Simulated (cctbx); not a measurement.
# Resonant diffraction in LaZnIr6

Space group P4/mmm (no. 123), a = 4.0380 Å, b = 4.0380 Å, c = 8.2750 Å, α = 90.00°, β = 90.00°, γ = 90.00°.

| atom | mult. | x | y | z | Ueq (Å²) |
| --- | --- | --- | --- | --- | --- |
| Ir1 | 4 | 0 | 1/2 | 0.7459 | 0.0061 |
| Ir2 | 1 | 1/2 | 1/2 | 1/2 | 0.0068 |
| Ir3 | 1 | 1/2 | 1/2 | 0 | 0.0097 |
| La1 | 1 | 0 | 0 | 1/2 | 0.0112 |
| Zn1 | 1 | 0 | 0 | 0 | 0.0178 |

The model was made for the exercise: a known structure type with other elements put in, its volume estimated, not relaxed; displacement parameters are assumed.

Calculated with cctbx: free-atom f′ and f″ from the Sasaki tables, no fine structure; amplitudes in electrons.

| E (eV) | F 1 1 1 | F 0 2 0 | F 0 1 1 | F 1 1 0 |
| --- | --- | --- | --- | --- |
| 10615 | 16.7 | 366.2 | 23.5 | 47.6 |
| 10965 | 16.6 | 356.3 | 23.2 | 43.7 |
| 11095 | 16.6 | 348.1 | 23.1 | 40.8 |
| 11155 | 16.7 | 340.3 | 23.1 | 38.0 |
| 11185 | 16.8 | 332.4 | 23.1 | 35.3 |
| 11200 | 16.9 | 324.8 | 23.1 | 32.7 |
| 11207 | 17.1 | 318.0 | 23.1 | 30.4 |
| 11211 | 17.2 | 311.1 | 23.1 | 28.0 |
| 11219 | 17.2 | 311.3 | 23.1 | 28.8 |
| 11223 | 17.0 | 321.0 | 23.1 | 31.9 |
| 11230 | 16.9 | 328.9 | 23.0 | 34.4 |
| 11245 | 16.8 | 337.3 | 23.0 | 37.2 |
| 11275 | 16.6 | 345.5 | 23.0 | 39.9 |
| 11365 | 16.4 | 355.8 | 22.9 | 43.2 |
| 11615 | 16.1 | 366.8 | 22.8 | 46.7 |

**Question.** Which edge is crossed, and why do the reflections move as they do?

The L3 edge of Ir. The edge is at 11215 eV. f′ of Ir falls from -12.1 e at 11095 eV to -18.5 e at 4 eV below it, and f″ steps from 3.86 to 10.19 e across it. Over that approach |F| changes by +4 % (1 1 1), -11 % (0 2 0), +0 % (0 1 1) and -31 % (1 1 0): a reflection falls where Ir scatters in phase with the total and rises where it scatters against it; it hardly moves where the Ir term is small or cancels by symmetry. Above the edge the larger f″ enters the imaginary part, where it can add to or cancel the other atoms' f″. The structure is centrosymmetric, so Friedel mates stay equal.
